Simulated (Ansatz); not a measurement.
# HfCdS3 (model cell, started as cubic perovskite with Hf in the octahedra): relaxing the cell for a phonon run

Aim: bring HfCdS3 (model cell, started as cubic perovskite with Hf in the octahedra) to small forces and stress, as phonons need.

Program: Ansatz 0.2.0. Level of theory: DFT PBEsol, scalar-relativistic, plane waves, PAW; PAW set soft_1. Results are calculated unless marked as measured.

The structure was built from a prototype and need not be the compound's stable phase.

## (1) Set-up

The structure is cubic, space group Pm-3m (No. 221). The conventional cell has a = 4.998 Å, b = 4.998 Å, c = 4.998 Å, α = 90.00°, β = 90.00°, γ = 90.00°. Nearest to Cd lie 12 S at 3.53 Å. Nearest to Hf lie 6 S at 2.50 Å. S has 2 Hf at 2.50 Å nearest. Farther neighbours and most contacts between anions are not listed.

## (2) Probe on a coarse mesh

A quick single point on a coarse mesh tells whether the cell has a gap and how far it is from rest, which sets the k mesh and smearing that follow.

Input file input.yaml:

```yaml
crystal:
  lattice:
    - [4.998, 0.0, 0.0]
    - [0.0, 4.998, 0.0]
    - [0.0, 0.0, 4.998]
  atoms:
    - { symbol: Cd, position: [0.0, 0.0, 0.0] }
    - { symbol: Hf, position: [0.5, 0.5, 0.5] }
    - { symbol: S, position: [0.5, 0.5, 0.0] }
    - { symbol: S, position: [0.5, 0.0, 0.5] }
    - { symbol: S, position: [0.0, 0.5, 0.5] }
kpoints:
  mp_grid: { grid: [4, 4, 4] }
hamiltonian:
  xc: pbesol
  pseudopotentials: { kind: paw, azcp: { folder: soft_1 }, xc_functional: pbe }
scf:
  occupations: { method: gaussian, width: 0.1 }
output:
  forces: true
  stress: true
  eigenvalues: true
```

On the command line:

```sh
$ ansatz run input.yaml --threads 4 --pin off --max-ram 16384MiB --backend cpu --events-out ev --progress --plain --runs-dir out
```

Numbers of over 12 decimals in the logs are rounded to 6 here.

The log of the run:

```text
Engine: ansatz 0.2.0, aarch64-unknown-linux-gnu
Pseudopotentials: kind: paw
Pseudopotential: Cd, paw, valence charge 20, recommended cutoff 420 eV (normal), soft_1/Cd.paw.azcp
Pseudopotential: Hf, paw, valence charge 26, recommended cutoff 420 eV (normal), soft_1/Hf.paw.azcp
Pseudopotential: S, paw, valence charge 6, recommended cutoff 420 eV (normal), soft_1/S.paw.azcp
Functional definition: PBEsol
[...]
k-point 0: bands = [... 28 lower, 6.2812, 6.2812, 6.7451, 6.7451, 6.7451, 8.2326, 8.2326, 8.2326, ... 1 higher]
  k-point 1: bands = [... 28 lower, 5.5762, 6.1181, 6.6449, 6.6449, 7.2095, 8.2588, 9.5192, 9.5192, ... 1 higher]
  k-point 2: bands = [... 28 lower, 4.7899, 5.9701, 6.6937, 6.6937, 8.2821, 8.2857, 10.3011, 10.7009, ... 1 higher]
  k-point 9: bands = [... 28 lower, 3.5136, 5.7542, 7.4309, 7.4309, 7.4309, 11.1434, 11.1434, 11.1434, ... 1 higher]
[key lines of the parts left out:]
SCF converged after 10 iterations
Free energy (F): -26440.412233 eV
Fermi energy:    7.123858 eV
P = ⅓ Tr σ = -4.6807 GPa (-46.807 kbar)
```

Run time: 1.1 s. Hardware: 4 threads of Arm Neoverse V2, shared host; peak memory 0.43 GiB; 3.7 s of CPU time.

Numbers from this step:

* pressure: -4.681 GPa
* volume per atom: 24.97 Å³
* gap on the k-mesh: 0 eV

The coarse mesh shows no gap and a pressure of -4.7 GPa.

## (3) Relaxation

Harmonic phonons are second derivatives at a point where the forces vanish, and they are wanted at zero stress, so atoms and cell are relaxed first.

input.yaml: that of step 2 with these lines changed.

```diff
@@ -12,3 +12,3 @@
 kpoints:
-  mp_grid: { grid: [4, 4, 4] }
+  mp_grid: { grid: [8, 8, 8] }
 hamiltonian:
@@ -22 +22,10 @@
   eigenvalues: true
+  write_density: true
+  write_potential: true
+  elf: true
+  volumetric_format: npy
+relax:
+  adjacent_minimum: "off"
+  f_tol: 0.005
+  max_steps: 80
+  cell: { stress_tol: 0.05 }
```

The log of the run:

```text
[...]
Crystal: 5 atoms, lattice volume = 124.850 Å³
Basis set: ecut = 420 eV, 2469 PW (Γ), exchange–correlation on 72×72×72 points (8 copies of the dense FFT grid, shifted against one another)
Bands: 39, of which v1, the nominal top of the filled ones, is band 32 counted from 1 (31 counted from 0)
Symmetry: 48 space group operations
[...]
k-points: 35 of 512
[...]
SCF iter   1: F=—  HF=-26442.089497 eV  |F-HF|=—  |Δ(HF+E_count)|=         —  Δρ=4.67e-2  dr2=6.75e0  ethr=3.10e-3  ⟨swp⟩=6.7  Hψ=5693  notcnv=0
[...]
SCF iter  10: F=-26440.449097 eV  HF=-26440.449097 eV  |F-HF|=7.00e-9  |Δ(HF+E_count)|=   1.15e-9  Δρ=2.44e-6  dr2=1.31e-8  ethr=1.56e-10  ⟨swp⟩=16.5  Hψ=10188  notcnv=0
SCF 1 converged in 10 iterations: F = -26440.449097 eV  dr2 = 1.31e-8
[...]
relax step   1: F+E_penalty+E_count = -26440.44909697 eV  Δ(F+E_penalty+E_count) = +0.000e0 eV  max|allowed force component| = 1.005e-28 eV/Å  Δτ_max = 0.0000 Å  P = -4.707 GPa  Ω = 124.850 Å³  (10 SCF iters, dr2 threshold 1.00e-7 eV, accepted)
Crystal: 5 atoms, lattice volume = 114.749 Å³
Basis set: ecut = 420 eV, 2205 PW (Γ), exchange–correlation on 72×72×72 points (8 copies of the dense FFT grid, shifted against one another)
[...]
iter 1 solved again at ethr=2.87e-4 eV; its pass at ethr=3.10e-3 eV (dr2=1.84e-1 eV) is discarded
[...]
SCF iter   9: F=-26440.574736 eV  HF=-26440.574736 eV  |F-HF|=3.24e-8  |Δ(HF+E_count)|=   2.02e-8  Δρ=7.06e-6  dr2=5.78e-8  ethr=7.81e-10  ⟨swp⟩=14.8  Hψ=10833  notcnv=0
SCF 2 converged in 9 iterations: F = -26440.574736 eV  dr2 = 5.78e-8
relax step   2: F+E_penalty+E_count = -26440.57473562 eV  Δ(F+E_penalty+E_count) = -1.256e-1 eV  max|allowed force component| = 1.054e-28 eV/Å  Δτ_max = 0.0000 Å  P = +1.236 GPa  Ω = 114.749 Å³  energy of the carried Pulay correction = +1.925e-3 eV  (9 SCF iters, dr2 threshold 5.00e-7 eV, accepted)
Crystal: 5 atoms, lattice volume = 116.713 Å³
Basis set: ecut = 420 eV, 2301 PW (Γ), exchange–correlation on 72×72×72 points (8 copies of the dense FFT grid, shifted against one another)
[...]
SCF iter   6: F=-26440.580931 eV  HF=-26440.580931 eV  |F-HF|=1.31e-8  |Δ(HF+E_count)|=   8.03e-7  Δρ=6.61e-6  dr2=5.95e-8  ethr=7.81e-10  ⟨swp⟩=10.4  Hψ=11503  notcnv=0
SCF 3 converged in 6 iterations: F = -26440.580931 eV  dr2 = 5.95e-8
relax step   3: F+E_penalty+E_count = -26440.58093141 eV  Δ(F+E_penalty+E_count) = -6.196e-3 eV  max|allowed force component| = 4.099e-29 eV/Å  Δτ_max = 0.0000 Å  P = -0.142 GPa  Ω = 116.713 Å³  energy of the carried Pulay correction = +1.538e-3 eV  (6 SCF iters, dr2 threshold 5.00e-7 eV, accepted)
[...]
relax step   4: F+E_penalty+E_count = -26440.58106518 eV  Δ(F+E_penalty+E_count) = -1.338e-4 eV  max|allowed force component| = 6.290e-29 eV/Å  Δτ_max = 0.0000 Å  P = -0.004 GPa  Ω = 116.507 Å³  energy of the carried Pulay correction = +1.578e-3 eV  (5 SCF iters, dr2 threshold 5.05e-8 eV, accepted)
[...]
SCF iter   1: F=—  HF=-26440.579544 eV  |F-HF|=—  |Δ(HF+E_count)|=         —  Δρ=7.86e-5  dr2=1.02e-6  ethr=7.65e-7  ⟨swp⟩=3.6  Hψ=9083  notcnv=0
eigensolver tolerance schedule: the retry pair's looser diagonalisation over-reported the residual by 481.39 of it (diagonalisation noise at 0.13 of the residual, at the tolerance the schedule requests for it); recorded, not acted on — ethr = c·dr2/N_el stays at c = 1.0e-1
[...]
SCF iter   2: F=—  HF=-26440.579546 eV  |F-HF|=—  |Δ(HF+E_count)|=   2.04e-6  Δρ=6.08e-5  dr2=2.88e-6  ethr=1.59e-9  ⟨swp⟩=3.0  Hψ=3153  notcnv=0
[...]
SCF iter   6: F=-26440.579541 eV  HF=-26440.579541 eV  |F-HF|=6.18e-11  |Δ(HF+E_count)|=  6.18e-11  Δρ=2.61e-7  dr2=3.02e-11  ethr=1.00e-12  ⟨swp⟩=7.6  Hψ=7427  notcnv=0
SCF 5 converged in 6 iterations: F = -26440.579541 eV  dr2 = 3.02e-11
relax step   5: F+E_penalty+E_count = -26440.57954149 eV  Δ(F+E_penalty+E_count) = +1.524e-3 eV  max|allowed force component| = 5.585e-29 eV/Å  Δτ_max = 0.0000 Å  P = -0.006 GPa  Ω = 116.507 Å³  stress off target by 5.74e-3 GPa  SCF on the basis re-selected at this cell (its energy is not comparable with the rows above)  (6 SCF iters)
basis re-selected at this cell: Δ(F+E_penalty+E_count) = +1.524e-3 eV, ΔP = -0.002 GPa vs the last step (what re-selecting the basis moved, of the pressure what is left beyond the Pulay correction that the steps carried, after the strain that the cell walked since its last selection, with what the two solves' SCF thresholds leave and, on support functions, any second-order correction that the steps lacked; it is no m [...]
SCF converged after 6 iterations
Free energy (F): -26440.579541 eV
[...]
Internal energy: -26440.560465 eV  (E = F + TS)
E sigma→0 (E₀):  -26440.570003 eV
Entropy (-TS):   -0.019076 eV (-3.815 meV/atom)
Fermi energy:    8.090774 eV
[...]
--- Stress (GPa, compression-positive) ---
       -0.005744       0.000000       0.000000
        0.000000      -0.005744       0.000000
        0.000000       0.000000      -0.005744
  P = ⅓ Tr σ = -0.0057 GPa (-0.057 kbar)
--- Band table (eV; the first three rows and the last of 35) ---
  k-point 0: bands = [... 28 lower, 7.0568, 7.0568, 7.6698, 7.6698, 7.6698, 9.0397, 9.0397, 9.0397, ... 3 higher]
  k-point 1: bands = [... 28 lower, 6.8257, 7.0012, 7.5582, 7.5582, 7.5951, 9.0481, 9.5356, 9.5356, ... 3 higher]
  k-point 2: bands = [... 28 lower, 6.3068, 6.8748, 7.5356, 7.5356, 8.1746, 9.0685, 10.4817, 10.4817, ... 3 higher]
  k-point 34: bands = [... 28 lower, 4.1820, 6.6075, 8.3348, 8.3348, 8.3348, 12.2648, 12.2648, 12.2648, ... 3 higher]
--- Relaxed structure (4 steps of the walk, 4 accepted, 1 SCFs on fresh bases) ---
  F+E_penalty+E_count = -26440.57954149 eV   max|allowed force component| = 5.585e-29 eV/Å   (the final SCF, on the basis selected at the relaxed cell)
  cell:  # Å, volume = 116.5074 Å³
    - [4.884100, 0, 0]
    - [0, 4.884100, 0]
    - [0, 0, 4.884100]
  atoms:
    - { symbol: Cd, position: [0, 0, 0] }
    - { symbol: Hf, position: [0.500000, 0.500000, 0.500000] }
    - { symbol: S, position: [0.500000, 0.500000, 0] }
    - { symbol: S, position: [0.500000, 0, 0.500000] }
    - { symbol: S, position: [0, 0.500000, 0.500000] }
```

Wall time 13 s (4 threads); peak memory 0.55 GiB.

Step by step:

```
step  energy less that of the first step (eV)  largest force component (eV/Å)  pressure (GPa)  volume (Å³)
   1                                   0.0000                          0.0000           -4.71       124.85
   2                                  -0.1256                          0.0000            1.24       114.75
   3                                  -0.1318                          0.0000           -0.14       116.71
   4                                  -0.1320                          0.0000            0.00       116.51
  5*                                  -0.1304                          0.0000           -0.01       116.51
```

Relaxation steps marked * repeat the geometry before them on a plane-wave basis chosen anew for their cell, so energy and pressure can jump there.

The run keeps the 48 symmetry operations that it works with, so distortions that break them were not tested.

```
conventional cell, symmetrised  before  after  change
                         a (Å)   4.998  4.884  -2.3 %
                         b (Å)   4.998  4.884  -2.3 %
                         c (Å)   4.998  4.884  -2.3 %
              volume (Å³/atom)   24.97  23.30  -6.7 %
```

The relaxed structure:

```xyz
5
Lattice="4.8841 0.0000 0.0000 0.0000 4.8841 0.0000 0.0000 0.0000 4.8841" Properties=species:S:1:pos:R:3 pbc="T T T"
Cd    0.0000    0.0000    0.0000
Hf    2.4421    2.4421    2.4421
S     2.4421    2.4421    0.0000
S     2.4421    0.0000    2.4421
S     0.0000    2.4421    2.4421
```

This step gave:

| Property | Result |
| --- | --- |
| pressure | -0.005744 GPa |
| volume per atom | 23.30 Å³ |

Valence density in the ac plane at fractional y = 0.500, with atoms of Hf and S within 0.2 Å of it. It is the smooth field of the valence electrons, not physical close to the nuclei.

Ten steps, logarithmic in the rise over the least value, from '0' (0 e/Å³) to '9' (41 e/Å³), each cell a mean:
```
00001222221000
00001222210000
00000112110000
11000112100011
22111255411122
22211589731222
12212599831222
22211467521122
21100123210111
00000111100000
00000122210000
00001222210000
00001221221000
```
Columns run along a (4.9 Å), rows up along c (4.9 Å). Atoms in or near the plane, at fractional coordinates: Hf at (0.50, 0.50), S at (0.50, 0.00), S at (0.00, 0.50).

ELF in the ac plane at fractional y = 0.500, with atoms of Hf and S within 0.2 Å of it. It is the smooth field of the valence electrons, not physical close to the nuclei.

Ten even steps from '0' (0.02) to '9' (0.85), each cell a mean:
```
00169942698300
10038999996200
54214677752124
98621133211479
89951478622799
27962799953894
05963899963892
58952699842897
99841245311699
76412344431257
21126999984112
00159976897300
00269810498400
```
Columns run along a (4.9 Å), rows up along c (4.9 Å). Atoms in or near the plane, at fractional coordinates: Hf at (0.50, 0.50), S at (0.50, 0.00), S at (0.00, 0.50).

Electrostatic potential energy in the ac plane at fractional y = 0.500, with atoms of Hf and S within 0.2 Å of it. With pseudopotentials it is smooth inside the atoms' cores, unlike the true potential.

Ten even steps from '_' (-33 eV) to '@' (13 eV), each cell a mean:
```
@@@@@@@@%%::______++@@@@@@@@
@@@@@@@@@@**--::==%%@@@@@@@@
@@@@@@@@@@%%######%%@@@@@@@@
%%%%@@@@%%##**++**%%@@@@@@%%
::==##%%##==::::::++%%%%**--
____++##++::::--..--####::__
..__==##++..--==::--****..__
__::**%%**::..::..==####==__
++##%%%%%%**==--++##%%@@%%**
@@@@@@@@@@%%######%%@@@@@@@@
@@@@@@@@@@%%**++**%%@@@@@@@@
@@@@@@@@%%==____..**@@@@@@@@
@@@@@@@@##..__..__==%%@@@@@@
```
Columns run along a (4.9 Å; values clipped at the 3rd and 97th percentile), rows up along c (4.9 Å). Atoms in or near the plane, at fractional coordinates: Hf at (0.50, 0.50), S at (0.50, 0.00), S at (0.00, 0.50).

In this step the volume went from 24.97 to 23.30 Å³/atom.

## (4) Relaxing to small forces for the phonons

Phonons need a cell at rest on their own settings, so the relaxation is repeated with tight tolerances on forces and stress, using the mesh and the filling of the phonon run that follows.

input.yaml, the sections that differ from step 3:

```yaml
crystal:
  lattice:
    - [4.8841001218, 0.0, 0.0]
    - [0.0, 4.8841001218, 0.0]
    - [0.0, 0.0, 4.8841001218]
  atoms:
    - { symbol: Cd, position: [0.0, 0.0, 0.0] }
    - { symbol: Hf, position: [0.5, 0.5, 0.5] }
    - { symbol: S, position: [0.5, 0.5, 0.0] }
    - { symbol: S, position: [0.5, 0.0, 0.5] }
    - { symbol: S, position: [0.0, 0.5, 0.5] }
scf:
  occupations: { method: methfessel_paxton, width: 0.2 }
output:
  forces: true
  stress: true
  eigenvalues: true
relax:
  adjacent_minimum: "off"
  f_tol: 0.001
  max_steps: 60
  cell: { stress_tol: 0.01 }
# kpoints, hamiltonian: as in step 3
```

The log of the run:

```text
[...]
Crystal: 5 atoms, lattice volume = 116.507 Å³
Basis set: ecut = 420 eV, 2301 PW (Γ), exchange–correlation on 72×72×72 points (8 copies of the dense FFT grid, shifted against one another)
Bands: 39, of which v1, the nominal top of the filled ones, is band 32 counted from 1 (31 counted from 0)
[... 1 set-up line as in the run before ...]
[...]
k-points: 35 of 512
[...]
--- Relaxed structure (2 steps of the walk, 2 accepted, 1 SCFs on fresh bases) ---
[...]
cell:  # Å, volume = 116.4808 Å³
    - [4.883728, 0, 0.0]
    - [0, 4.883728, 0]
    - [0.0, 0, 4.883728]
  atoms:
    - { symbol: Cd, position: [0, 0, 0] }
    - { symbol: Hf, position: [0.5, 0.5, 0.5] }
    - { symbol: S, position: [0.5, 0.5, 0] }
    - { symbol: S, position: [0.5, 0, 0.5] }
    - { symbol: S, position: [0, 0.5, 0.5] }
[key lines of the parts left out:]
SCF converged after 7 iterations
Free energy (F): -26440.574053 eV
Fermi energy:    8.091069 eV
P = ⅓ Tr σ = 0.0026 GPa (0.026 kbar)
```

Elapsed: 7.3 s, on 4 threads; peak memory 0.52 GiB.

Little changed from the start: no atom moved by 0.005 Å and no cell edge by 0.1 %.

This step gave:

```yaml
pressure: 0.002640 GPa
```

The forces vanish by symmetry and the pressure is 0.003 GPa, within the tolerances set. The cell now holds 23.30 Å³/atom.

## (5) What came out

```json
{"space group after relaxation (within 0.01 Å)": "Pm-3m", "lattice constant a": "4.884 Å", "lattice constant b": "4.884 Å", "lattice constant c": "4.884 Å", "volume per atom": "23.3 Å³"}
```

In words: The forces vanish by symmetry and the pressure is 0.003 GPa, within the tolerances set. The cell now holds 23.30 Å³/atom. The relaxation keeps the symmetry of its start, so it says nothing on stability against lower symmetry. Spin-orbit coupling is left out, which can matter for the heavy elements here. The PAW files were made for PBE and serve the other functionals too. The starting cell was built on a prototype and not taken from a measurement, so the phase need not exist.

[Logs are printed without paths, hosts, clocks, repeated set-up lines and the standing remarks that a program may print on its own settings, such as how far it seeks lower states.]

[Hosts, paths, dates, database ids (printed as entryN), source tags and the programs' standing remarks are cut or masked in the printed files.]
